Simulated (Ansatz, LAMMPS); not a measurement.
# Site preference of a vacancy of Ba in glassy 55SiO2-45BaO (mol %) (107 atoms): runs compared

Aim: make a vacancy of Ba at several sites of glassy 55SiO2-45BaO (mol %) (107 atoms), relax each, and compare their energies.

Computed with Ansatz 0.2.0: Kohn-Sham DFT, PBE, PAW (set soft_2), plane waves.

## (1) The cell as built

The cell holds 107 atoms: 23 Si, 19 Ba and 65 O. Cell: a = 12.124 Å, b = 12.124 Å, c = 12.124 Å, α = 90.0°, β = 90.0°, γ = 90.0°. 107 atoms (23 Si, 19 Ba, 65 O) placed at random at 3.99 g/cm³, melted at 4000 K for 10 ps at fixed volume with the Morse and Coulomb pair potential with partial charges (Pedone, Malavasi, Menziani, Cormack and Segre, J. Phys. Chem. B 110, 11780 (2006)). Quenched from 4000 K to 300 K at 100 K/ps and fixed volume, held 10 ps at zero pressure, then minimised at fixed cell.

What the set-up can't give: The quench rate of 100 K/ps is orders of magnitude faster than experiment, which tends to freeze in extra defects. The network of bonds at the start is that of the classical potential that made the cell, and needn't be the one that DFT or experiment would give. The Brillouin zone is sampled at Γ only, in a cell whose shortest periodic width is 12 Å. The levels lack spin–orbit coupling, which is large for the heavy elements here.

## (2) The reference run

The reference is a single point at the end of the relaxation.

Every defect cell starts from the geometry of this run and is relaxed in the fixed cell.

Its input, with most atom lines left out:

```yaml
crystal:
  lattice:
    - [12.12446, 0.0, 0.0]
    - [0.0, 12.12446, 0.0]
    - [0.0, 0.0, 12.12446]
  atoms:
    - { symbol: Si, position: [0.63264, 0.96724, 0.57571] }
    - { symbol: Si, position: [0.74379, 0.56946, 0.3056] }
    - { symbol: Si, position: [0.28, 0.61908, 0.86949] }
    - { symbol: Si, position: [0.33367, 0.23576, 0.96162] }
    - { symbol: Si, position: [0.29972, 0.20593, 0.34192] }
    - { symbol: Si, position: [0.13727, 0.38355, 0.43292] }
    - { symbol: Si, position: [0.69952, 0.16172, 0.84076] }
    [... atom lines 8 to 107 left out ...]
kpoints:
  mp_grid: { grid: [1, 1, 1] }
hamiltonian:
  xc: pbe
scf:
  occupations: { method: fixed }
output:
  forces: true
  stress: true
  populations: true
  dos:
    method: { smearing: { sigma: 0.08 } }
    de: 0.1
    projected: { site_lists: { Ba: [Ba], O: [O], Si: [Si] } }
  eigenvalues: true
  write_density: true
  write_potential: true
  volumetric_format: npy
```

```
free energy per atom   : -1539.2069 eV/atom
r.m.s. force component : 0.01235 eV/Å
pressure               : 0.07376 GPa
```

Filled and empty levels are parted by 3.52 eV (at Γ alone); a semilocal functional tends to put such gaps too low. In a disordered cell it changes from sample to sample, and tail or defect levels can set it.

## (3) The runs

Each row is one run, on 4 threads of Arm Neoverse V2, shared host. The free energy is the program's total, comparable only between runs with the same functional, potentials and atoms.

| run | atoms | outcome | ionic steps, all passes | free energy (eV) | time | host memory (GiB) |
| --- | --- | --- | --- | --- | --- | --- |
| Single point at the start | 107 | converged | - | -164687.522 | 18 s | 2.3 |
| Relaxation | 107 | converged | 12 | -164695.140 | 3 min | 2.3 |
| Single point at the relaxed geometry | 107 | converged | - | -164695.140 | 31 s | 2.5 |
| Vacancy of Ba, site Ba35 | 106 | converged | 30 | -158738.112 | 34 min | 4.3 |
| Vacancy of Ba, site Ba37 | 106 | converged | 19 | -158738.026 | 18 min | 4.3 |
| Vacancy of Ba, site Ba38 | 106 | converged | 17 | -158737.847 | 19 min | 4.3 |
| Vacancy of Ba, site Ba25 | 106 | cut at the time limit | 9 | -158736.969 | 12 min | 4.3 |

The surroundings of site Ba35, the cheapest one, after relaxation: 10 atoms, nearest first, with positions taken from that point. Atoms keep their numbers of the cell before the removal, where the removed atom was number 35.

| atom | x | y | z | distance (Å) | bonds | moment (μB) |
| --- | --- | --- | --- | --- | --- | --- |
| O77 | 1.40 | -1.26 | 1.78 | 2.60 | 3 | 0.00 |
| O61 | 1.05 | 2.17 | 1.05 | 2.63 | 4 | 0.00 |
| Ba34 | -1.29 | 2.56 | -1.05 | 3.06 | 7 | 0.00 |
| O50 | -2.37 | 0.11 | -2.02 | 3.11 | 3 | 0.00 |
| O103 | 2.83 | -1.25 | -0.85 | 3.21 | 4 | 0.00 |
| O51 | -2.41 | -1.12 | 1.91 | 3.28 | 3 | 0.01 |
| Ba40 | 3.09 | 0.47 | 1.16 | 3.34 | 5 | 0.00 |
| O46 | -1.02 | -3.28 | 0.66 | 3.50 | 4 | 0.01 |
| Si14 | -1.74 | -2.57 | 1.91 | 3.64 | 4 | 0.00 |
| Si3 | 0.12 | 3.03 | 2.08 | 3.68 | 4 | 0.00 |

The column of bonds counts only the pairs O-Si within 2.12 Å, O-Ba within 3.33 Å; other neighbours, such as metal atoms beside each other in a compound, aren't counted, and periodic images can show an atom twice.

## (4) The sites compared

All these cells hold the same atoms, so their energies can be compared with no chemical potential.

| site | neighbours | mean distance (Å) | atoms within 6 Å | energy over the best site (eV) | before relaxation (eV) | gain on relaxing (eV) | moment (μB) |
| --- | --- | --- | --- | --- | --- | --- | --- |
| Ba35 | O5 | 2.73 | 50 | 0.00 | 0.42 | 1.70 | 2.0 |
| Ba37 | O9 | 2.98 | 51 | 0.09 | 0.38 | 1.58 | 2.0 |
| Ba38 | O8 | 2.84 | 55 | 0.27 | 0.00 | 1.01 | 2.0 |
| Ba25 * | O7 | 2.80 | 49 | 1.14 | 0.79 | 0.93 | - |

* The relaxation didn't finish, so this cell's energy would fall further, and differences against it can move either way. Neighbours are those of the relaxed host within 3.48 Å (O-Ba); other pairs aren't counted.

## (5) Findings

The cheapest site is Ba35 (5 neighbours, O5); the dearest, Ba25 (7 neighbours, O7, relaxation unfinished), costs 1.1 eV more. By coordination the energies over the best site are 0.00 eV with 5 neighbours, 1.14 eV with 7 neighbours, 0.27 eV with 8 neighbours and 0.09 eV with 9 neighbours. At Ba35 (largest move 1.7 Å) other atoms changed place, so the end state is more than the plain defect. Relaxation changes the order: the best site before relaxing was Ba38.

Caveats: Defects are neutral and interact with their images. The reference ran with fixed occupations, but 4 of the 4 defect cells with fermi-dirac smearing of 0.025 eV, spin polarised. In a disordered cell the relaxation can also rearrange atoms far from the site. In the spin-polarised runs the search for a state of lower energy was switched off. Only 4 of the 19 Ba sites were tried; unless symmetry makes the others alike to these, a cheaper one may exist. A local or semilocal functional tends to spread out the unpaired spin of such defects.

The DFT runs together took 87 min of wall time.

[Logs are printed without paths, hosts, clocks, repeated set-up lines and the standing remarks that a program may print on its own settings, such as how far it seeks lower states.]

[Hosts, paths, dates, database ids (printed as entryN), source tags and the programs' standing remarks are cut or masked in the printed files.]
